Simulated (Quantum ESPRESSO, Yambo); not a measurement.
# Si3N4 (Fd-3m): changed settings of a GW run in Yambo

What do changed inputs do to GW on Si3N4 (Fd-3m)?

Calculated with Yambo 5.3.0; PBE and many-body steps on it, plane waves.

### 1. Set-up

It takes space group Fd-3m (No. 227, cubic). Conventional cell: a = 7.787 Å, b = 7.787 Å, c = 7.787 Å, α = 90.00°, β = 90.00°, γ = 90.00°. Nearest to Si lie 6 N at 1.89 Å. Si has 4 N at 1.79 Å nearest. Nearest to N lie 4 Si at 1.79 to 1.89 Å. Farther neighbours and most contacts between anions are not listed.

As a file:

```xyz
14
Lattice="0.0000 3.8937 3.8937 3.8937 0.0000 3.8937 3.8937 3.8937 0.0000" Properties=species:S:1:pos:R:3 pbc="T T T"
Si    2.9203    2.9203    0.9734
Si    2.9203    0.9734    2.9203
Si    0.9734    2.9203    2.9203
Si    0.9734    0.9734    0.9734
Si    5.8406    5.8406    5.8406
Si    3.8937    3.8937    3.8937
N     2.8624    2.8624    2.8624
N     6.8719    4.8092    4.8092
N     4.8092    4.8092    6.8719
N     4.8092    6.8719    4.8092
N     4.9251    4.9251    2.8624
N     4.9251    2.8624    4.9251
N     6.8719    6.8719    6.8719
N     2.8624    4.9251    4.9251
```

The cell and positions are those that the Materials Project relaxed with its own functionals (PBE, PBE+U or r2SCAN), kept fixed. This is not the form that Si3N4 usually takes at ambient conditions.

### 2. Base

This step: Yambo 5.3.0; G0W0 on PBE, plane waves, norm-conserving pseudopotentials.

G0W0 replaces the xc potential by the self-energy, built once from these orbitals. Only a window of levels is corrected, while the sums run over the empty bands that the input names.

The input, gw1.in:

```
HF_and_locXC
gw0
dyson
ppa
em1d
rim_cut
RandQpts= 1000000
RandGvec= 1 RL
EXXRLvcs= 72 Ry
VXCRLvcs= 288 Ry
Chimod= "HARTREE"
% BndsRnXp
 1 | 133 |
%
NGsBlkXp= 7.5 Ry
% LongDrXp
 1 | 1 | 1 |
%
% GbndRnge
 1 | 133 |
%
DysSolver= "n"
ExtendOut
PPAPntXp= 27.21138 eV
% QPkrange
 6 | 6 | 31 | 34 |
 1 | 1 | 31 | 34 |
%
```

Started as:

```bash
$ OMP_NUM_THREADS=2 mpirun -n 2 yambo -F gw1.in -J gw1 -C gw1 > gw1.log
```

What it wrote:

```text
 Yambo, version 5.3.0

 [02] CORE Variables Setup
 =========================

  [... cell, symmetries and grids as in the set-up ...]

  [02.05] Energies & Occupations
  ==============================

  [X] === General ===
  [X] Electronic Temperature                        :  0.000000  0.000000 [eV K]
  [X] Bosonic    Temperature                        :  0.000000  0.000000 [eV K]
  [X] Finite Temperature mode                       : no
  [X] El. density                                   :  0.54207E+24 [cm-3]
  [X] Fermi Level                                   :  10.95512 [eV]

  [X] === Gaps and Widths ===
  [X] Conduction Band Min                           :  3.398215 [eV]
  [X] Valence Band Max                              :  0.000000 [eV]
  [X] Filled Bands                                  :   32
  [X] Empty Bands                                   :   33  133
  [X] Direct Gap                                    :  3.406483 [eV]
  [X] Direct Gap localized at k                     :  1
  [X] Indirect Gap                                  :  3.398215 [eV]
  [X] Indirect Gap between kpts                     :   6   1
  [X] Last valence band width                       :  0.702966 [eV]
  [X] 1st conduction band width                     :  3.290624 [eV]

 [03] Transferred momenta grid and indexing
 ==========================================

 IBZ Q-points                                      :   8
 BZ  Q-points                                      :   64

 K/Q-points units:
 rlu = crystal or reduced units; cc = cartesian coordinates; iku = interal k-units

 Q [1]          [rlu]:  0.000000  0.000000  0.000000
 Q [2]          [rlu]:  0.22808E-16 -0.49479E-17  0.25000
 Q [3]          [rlu]: -0.45615E-16  0.98957E-17 -0.50000
 Q [4]          [rlu]: -0.10477E-17  0.25000      0.25000
 Q [5]          [rlu]:  0.92967E-17  0.25000      0.50000
 Q [6]          [rlu]:  0.10266E-15  0.25000     -0.25000
 Q [7]          [rlu]:  0.20954E-17 -0.50000     -0.50000
 Q [8]          [rlu]:  0.250000 -0.500000 -0.250000

 [04] Coloumb potential Random Integration (RIM)
 ===============================================

  [04.01] RIM initialization
  ==========================

  * Diagonal components only detected *

  8 x (sBL volume)        :  0.038916 [a.u.]
  sBZ random points       :  1000000
  Points outside the sBZ  :   7996195
  RL volume               :  0.311329 [a.u.]
  Integrated volume       :  0.311477 [a.u.]

  [04.02] RIM integrals
  =====================

  Gamma point sphere radius             :  0.061470 [a.u.]
  Points outside the sphere             :   799659
  [Int_sBZ(q=0) 1/q^2]*(Vol_sBZ)^(-1/3) =:  7.764404
                                 should be <:  7.795600

  Summary of Coulomb integrals for non-metallic bands |Q|[au] RIM/Bare

  Q [1] 0.100000E-4 0.995998 * Q [2] 0.184879 1.064860
  Q [4] 0.213480 1.063764 * Q [6] 0.301906 1.026684
  Q [5] 0.354016 1.019317 * Q [3] 0.369758 1.017217
  Q [7] 0.426959 1.013693 * Q [8] 0.477355 1.010740

 [05] Dipoles
 ============

  [05.01] Setup: observables and procedures
  =========================================

  [WARNING] [x,Vnl] slows the Dipoles computation. To neglect it rename the ns.kb_pp file

 [06] Dynamic Dielectric Matrix (PPA)
 ====================================

 [WR./gw1//ndb.pp]---------------------------------------------------------------
  Brillouin Zone Q/K grids (IBZ/BZ)                :    8   64    8   64
  RL vectors                                       :   9577 [WF]
  Coulomb cutoff potential                         : none
  Electronic Temperature                           :  0.000000 [K]
  Bosonic    Temperature                           :  0.000000 [K]
  PPA    diel. fun.  energies                      : Perdew, Burke & Ernzerhof(X)+Perdew, Burke & Ernzerhof(C)
  wavefunctions                                    : Perdew, Burke & Ernzerhof(X)+Perdew, Burke & Ernzerhof(C)
  Global Gauge                                     : length
  X matrix size                                    :   331
  X band range                                     :    1  133
  X e/h energy range                               : -1.000000 -1.000000 [eV]
  X Time ordering                                  : R
  X Hxc Kernel                                     : HARTREE
  X Drude frequency                                :  0.000000  0.000000
  X poles                                          :  100.0000 [o/o]
  RL vectors in the sum                            :   9577
  [r,Vnl] included                                 : yes
  Field direction                                  :  0.577350E-5  0.577350E-5  0.577350E-5
  BZ energy Double Grid                            : no
  BZ energy DbGd points                            : 0
  BZ Q point size factor                           : -1.000000
  X Optical Averaged directions                    : none

 [07] Local Exchange-Correlation + Non-Local Fock
 ================================================

 [VXC] Plane waves :   65763
 [EXS] Plane waves :   8291

 QP @ state[ 1 ] K range:  1  1
 QP @ state[ 1 ] b range:   31   34
 QP @ state[ 2 ] K range:   6   6
 QP @ state[ 2 ] b range:   31   34

 [xc] Functional : Perdew, Burke & Ernzerhof(X)+Perdew, Burke & Ernzerhof(C)
 [xc] LIBXC used to calculate xc functional
  PP Number of Atomic Species                      :  2
  NLCC RL compoments                               :   65763
  PP Number of Atomic Species                      :  2
  NLCC RL compoments                               :   65763

 [xc] E_xc :  -28.73699 [Ha]
      E_xc :  -57.47399 [Ry]

  Local XC kind (lXC) : Perdew, Burke & Ernzerhof(X)+Perdew, Burke & Ernzerhof(C)
  Non-Local XC kind (nlXC) : Hartree-Fock

  Corrections @ K [1] :  [eV]
 <31|nlXC|31> = -21.42826  0.82130E-17 <31|lXC|31> = -17.68828  0.37763E-15
 <32|nlXC|32> = -21.42821  0.68160E-17 <32|lXC|32> = -17.68828  0.000000
 <33|nlXC|33> = -6.721594 -0.14114E-17 <33|lXC|33> = -11.36948  0.000000
 <34|nlXC|34> = -6.721590 -0.69314E-18 <34|lXC|34> = -11.36948  0.47204E-16

  Corrections @ K [6] :  [eV]
 <31|nlXC|31> = -20.81631 -0.62097E-17 <31|lXC|31> = -16.87493 -0.37763E-15
 <32|nlXC|32> = -21.47476  0.25598E-17 <32|lXC|32> = -17.76123  0.000000
 <33|nlXC|33> = -6.589471 -0.52261E-18 <33|lXC|33> = -11.63885  0.000000
 <34|nlXC|34> = -7.017727  0.18379E-17 <34|lXC|34> = -12.25120  0.94408E-16

 [08] Dyson equation: Newton solver
 ==================================

  [08.01] G0W0 (W PPA)
  ====================

  [  GW  ] Bands range     :    1  133
  [GW/PPA] G damping       :  0.100000 [eV]

  QP @ state[ 1 ] K range:  1  1
  QP @ state[ 1 ] b range:   31   34
  QP @ state[ 2 ] K range:   6   6
  QP @ state[ 2 ] b range:   31   34

   Sc/G bands                                       :    1  133
   Sc/G damping                                     :  0.100000 ev
   Sc bands terminator                              : no
   Sx RL components                                 :   8291

   QP @ state[ 1 ] K range                          :  1  1
   QP @ state[ 1 ] b range                          :   31   34
   QP @ state[ 2 ] K range                          :   6   6
   QP @ state[ 2 ] b range                          :   31   34
   GF energies kind                                 : Perdew, Burke & Ernzerhof(X)+Perdew, Burke & Ernzerhof(C)
   GF WF`s kind                                     : Perdew, Burke & Ernzerhof(X)+Perdew, Burke & Ernzerhof(C)
   Xs energies kind                                 : Perdew, Burke & Ernzerhof(X)+Perdew, Burke & Ernzerhof(C)
   Xs WF`s kind                                     : Perdew, Burke & Ernzerhof(X)+Perdew, Burke & Ernzerhof(C)

 [11] Game Over & Game summary
```

It took 5 min on 2 MPI ranks of Intel Xeon Platinum 8559C (Emerald Rapids), shared host; peak memory 1.7 GiB.

This step gave:

* G0W0 gap on the points computed: 4.337 eV
* starting gap on the mesh: 3.398 eV
* k of the valence top: 0, 0.25, -0.25
* k of the conduction bottom: 0, 0, 0
* least direct G0W0 gap on the computed points: 4.387 eV
* Z at the valence top: 0.8124
* Z at the conduction bottom: 0.8435

The gap on the mesh goes from 3.40 eV to 4.34 eV, a correction of +0.94 eV.

### 3. Exchange cutoff

gw2.in, as its differences from gw1.in of step 2:

```diff
@@ -8,3 +8,3 @@
 RandGvec= 1 RL
-EXXRLvcs= 72 Ry
+EXXRLvcs= 18 Ry
 VXCRLvcs= 288 Ry
```

Started as:

```bash
$ OMP_NUM_THREADS=2 mpirun -n 2 yambo -F gw2.in -J gw2,gw1_W -C gw2 > gw2.log
```

What it wrote:

```text
 Yambo, version 5.3.0

 [02] CORE Variables Setup
 =========================

  [... cell, symmetries and grids as in the set-up ...]

  [02.05] Energies & Occupations
  ==============================

  [X] === General ===
  [X] Electronic Temperature                        :  0.000000  0.000000 [eV K]
  [X] Bosonic    Temperature                        :  0.000000  0.000000 [eV K]
  [X] Finite Temperature mode                       : no
  [X] El. density                                   :  0.54207E+24 [cm-3]
  [X] Fermi Level                                   :  10.95512 [eV]

  [X] === Gaps and Widths ===
  [X] Conduction Band Min                           :  3.398215 [eV]
  [X] Valence Band Max                              :  0.000000 [eV]
  [X] Filled Bands                                  :   32
  [X] Empty Bands                                   :   33  133
  [X] Direct Gap                                    :  3.406483 [eV]
  [X] Direct Gap localized at k                     :  1
  [X] Indirect Gap                                  :  3.398215 [eV]
  [X] Indirect Gap between kpts                     :   6   1
  [X] Last valence band width                       :  0.702966 [eV]
  [X] 1st conduction band width                     :  3.290624 [eV]

 [03] Transferred momenta grid and indexing
 ==========================================

 IBZ Q-points                                      :   8
 BZ  Q-points                                      :   64

 K/Q-points units:
 rlu = crystal or reduced units; cc = cartesian coordinates; iku = interal k-units

 Q [1]          [rlu]:  0.000000  0.000000  0.000000
 Q [2]          [rlu]:  0.22808E-16 -0.49479E-17  0.25000
 Q [3]          [rlu]: -0.45615E-16  0.98957E-17 -0.50000
[...]
Q [7]          [rlu]:  0.20954E-17 -0.50000     -0.50000
 Q [8]          [rlu]:  0.250000 -0.500000 -0.250000

 [04] Coloumb potential Random Integration (RIM)
 ===============================================

 Summary of Coulomb integrals for non-metallic bands |Q|[au] RIM/Bare

 Q [1] 0.100000E-4 0.995998 * Q [2] 0.184879 1.064860
 Q [4] 0.213480 1.063764 * Q [6] 0.301906 1.026684
 Q [5] 0.354016 1.019317 * Q [3] 0.369758 1.017217
 Q [7] 0.426959 1.013693 * Q [8] 0.477355 1.010740

 [05] Dipoles
 ============

  [05.01] Setup: observables and procedures
  =========================================

 [06] Dynamic Dielectric Matrix (PPA)
 ====================================

   Sc/G bands                                       :    1  133
   Sc/G damping                                     :  0.100000 ev
   Sc bands terminator                              : no
   Sx RL components                                 :  1037

   QP @ state[ 1 ] K range                          :  1  1
   QP @ state[ 1 ] b range                          :   31   34
   QP @ state[ 2 ] K range                          :   6   6
   QP @ state[ 2 ] b range                          :   31   34
   GF energies kind                                 : Perdew, Burke & Ernzerhof(X)+Perdew, Burke & Ernzerhof(C)
   GF WF`s kind                                     : Perdew, Burke & Ernzerhof(X)+Perdew, Burke & Ernzerhof(C)
   Xs energies kind                                 : Perdew, Burke & Ernzerhof(X)+Perdew, Burke & Ernzerhof(C)
   Xs WF`s kind                                     : Perdew, Burke & Ernzerhof(X)+Perdew, Burke & Ernzerhof(C)

 [11] Game Over & Game summary
```

Elapsed: 97 s, on 2 MPI ranks; peak memory 1.7 GiB.

Numbers from this step:

```yaml
g0w0_gap_on_the_points_computed: 4.178 eV
starting_gap_on_the_mesh: 3.398 eV
k_of_the_valence_top: 0, 0.25, -0.25
k_of_the_conduction_bottom: 0, 0, 0
least_direct_g0w0_gap_on_the_computed_points: 4.231 eV
z_at_the_valence_top: 0.8124
z_at_the_conduction_bottom: 0.8435
```

### 4. Scissors in G

gw3.in, as its differences from gw2.in of step 3:

```diff
@@ -8,3 +8,3 @@
 RandGvec= 1 RL
-EXXRLvcs= 18 Ry
+EXXRLvcs= 72 Ry
 VXCRLvcs= 288 Ry
@@ -28 +28,4 @@
 %
+% GfnQP_E
+ 1.0 | 1.0 | 1.0 |
+%
```

Started as:

```bash
$ OMP_NUM_THREADS=2 mpirun -n 2 yambo -F gw3.in -J gw3,gw1_W -C gw3 > gw3.log
```

What it wrote:

```text
 Yambo, version 5.3.0

 [02] CORE Variables Setup
 =========================

  [... cell, symmetries and grids as in the set-up ...]

  [02.05] Energies & Occupations
  ==============================

  [X] === General ===
  [X] Electronic Temperature                        :  0.000000  0.000000 [eV K]
  [X] Bosonic    Temperature                        :  0.000000  0.000000 [eV K]
  [X] Finite Temperature mode                       : no
  [X] El. density                                   :  0.54207E+24 [cm-3]
  [X] Fermi Level                                   :  10.95512 [eV]

  [X] === Gaps and Widths ===
  [X] Conduction Band Min                           :  3.398215 [eV]
  [X] Valence Band Max                              :  0.000000 [eV]
  [X] Filled Bands                                  :   32
  [X] Empty Bands                                   :   33  133
  [X] Direct Gap                                    :  3.406483 [eV]
  [X] Direct Gap localized at k                     :  1
  [X] Indirect Gap                                  :  3.398215 [eV]
  [X] Indirect Gap between kpts                     :   6   1
  [X] Last valence band width                       :  0.702966 [eV]
  [X] 1st conduction band width                     :  3.290624 [eV]

 [03] Transferred momenta grid and indexing
 ==========================================

 IBZ Q-points                                      :   8
 BZ  Q-points                                      :   64

 K/Q-points units:
 rlu = crystal or reduced units; cc = cartesian coordinates; iku = interal k-units

 Q [1]          [rlu]:  0.000000  0.000000  0.000000
 Q [2]          [rlu]:  0.22808E-16 -0.49479E-17  0.25000
 Q [3]          [rlu]: -0.45615E-16  0.98957E-17 -0.50000
[...]
[G+QP] Last valence band width                    :  0.702966 [eV]
  [G+QP] 1st conduction band width                  :  3.290624 [eV]

  [coarse-grid] Minimum Bare Gap        [ev]:  3.398215
  [coarse-grid] Minimum Gap Correction  [ev]:  1.000000

  Eqp @ K [1]
  -18.71257 -15.44028 -14.51793 -14.51793 -14.51793 -13.55648 -13.55648 -13.55648
  -10.42078  -9.39526  -8.82248  -8.82248  -8.82248  -7.13887  -7.13887  -4.13563
  -4.135634 -4.135634 -2.285573 -2.285573 -2.285573 -1.848839 -1.848839 -1.848839
[...]
Eqp @ K [2]
[...]
Eqp @ K [3]
[...]
Eqp @ K [4]
[...]
Eqp @ K [5]
[...]
[... 2 further k-points ...]
  Eqp @ K [8]
[...]
12.87614  12.87614  12.95999  12.95999  13.58620  13.58620  13.71917  13.71917
   14.50253  14.50253  14.76561  14.76561  15.77194  15.77194  16.13496  16.13496

 [06] Dipoles
 ============

  [06.01] Setup: observables and procedures
  =========================================

 [07] Dynamic Dielectric Matrix (PPA)
 ====================================

   Sc/G bands                                       :    1  133
   Sc/G damping                                     :  0.100000 ev
   Sc bands terminator                              : no
   Sx RL components                                 :   8291

   QP @ state[ 1 ] K range                          :  1  1
   QP @ state[ 1 ] b range                          :   31   34
   QP @ state[ 2 ] K range                          :   6   6
   QP @ state[ 2 ] b range                          :   31   34
   GF energies kind                                 : Perdew, Burke & Ernzerhof(X)+Perdew, Burke & Ernzerhof(C)+ user defined corrections @E
   GF WF`s kind                                     : Perdew, Burke & Ernzerhof(X)+Perdew, Burke & Ernzerhof(C)
   Xs energies kind                                 : Perdew, Burke & Ernzerhof(X)+Perdew, Burke & Ernzerhof(C)
   Xs WF`s kind                                     : Perdew, Burke & Ernzerhof(X)+Perdew, Burke & Ernzerhof(C)

 [12] Game Over & Game summary
```

It took 99 s on 2 MPI ranks; peak memory 1.7 GiB.

This step gave:

```
G0W0 gap on the points computed              : 4.436 eV
starting gap on the mesh                     : 3.398 eV
k of the valence top                         : 0, 0.25, -0.25
k of the conduction bottom                   : 0, 0, 0
least direct G0W0 gap on the computed points : 4.486 eV
Z at the valence top                         : 0.8137
Z at the conduction bottom                   : 0.8505
```

The program's own table gives 4.586 eV, which is too large where the input levels are shifted: this version takes Σc at the unshifted level E₀, yet steps from the shifted one. The value above is the Newton step from E₀, E₀ + Z(Σc + Σx − Vxc), rebuilt from the printed columns.

### 5. Field direction

gw4.in, as its differences from gw3.in of step 4:

```diff
@@ -16,3 +16,3 @@
 % LongDrXp
- 1 | 1 | 1 |
+ 1 | 0 | 0 |
 %
@@ -28,4 +28 @@
 %
-% GfnQP_E
- 1.0 | 1.0 | 1.0 |
-%
```

Started as:

```bash
$ OMP_NUM_THREADS=2 mpirun -n 2 yambo -F gw4.in -J gw4 -C gw4 > gw4.log
```

What it wrote:

```text
 Yambo, version 5.3.0

 [02] CORE Variables Setup
 =========================

  [... cell, symmetries and grids as in the set-up ...]

  [02.05] Energies & Occupations
  ==============================

  [X] === General ===
  [X] Electronic Temperature                        :  0.000000  0.000000 [eV K]
  [X] Bosonic    Temperature                        :  0.000000  0.000000 [eV K]
  [X] Finite Temperature mode                       : no
  [X] El. density                                   :  0.54207E+24 [cm-3]
[...]
QP @ state[ 1 ] b range                          :   31   34
   QP @ state[ 2 ] K range                          :   6   6
   QP @ state[ 2 ] b range                          :   31   34
   GF energies kind                                 : Perdew, Burke & Ernzerhof(X)+Perdew, Burke & Ernzerhof(C)
   GF WF`s kind                                     : Perdew, Burke & Ernzerhof(X)+Perdew, Burke & Ernzerhof(C)
   Xs energies kind                                 : Perdew, Burke & Ernzerhof(X)+Perdew, Burke & Ernzerhof(C)
   Xs WF`s kind                                     : Perdew, Burke & Ernzerhof(X)+Perdew, Burke & Ernzerhof(C)

 [11] Game Over & Game summary
```

It took 5.2 min on 2 MPI ranks; peak memory 1.7 GiB.

Numbers from this step:

```yaml
g0w0_gap_on_the_points_computed: 4.337 eV
starting_gap_on_the_mesh: 3.398 eV
k_of_the_valence_top: 0, 0.25, -0.25
k_of_the_conduction_bottom: 0, 0, 0
least_direct_g0w0_gap_on_the_computed_points: 4.387 eV
```

Against G0W0 in Yambo (4×4×4 mesh, 133 bands, screening to 102 eV, Godby-Needs plasmon pole), the gap moves by +0.000 eV.

(Part 1 of 2 ends here.)

[Paths, hosts, dates, memory and timing lines, banners, echoed tables and standing remarks are left out of the program output.]

[Logs are printed without paths, hosts, clocks, repeated set-up lines and the standing remarks that a program may print on its own settings, such as how far it seeks lower states.]

[Runs of the session that timed out or met a known fault of the program may be left out.]

[Hosts, paths, dates, database ids (printed as entryN), source tags and the programs' standing remarks are cut or masked in the printed files.]
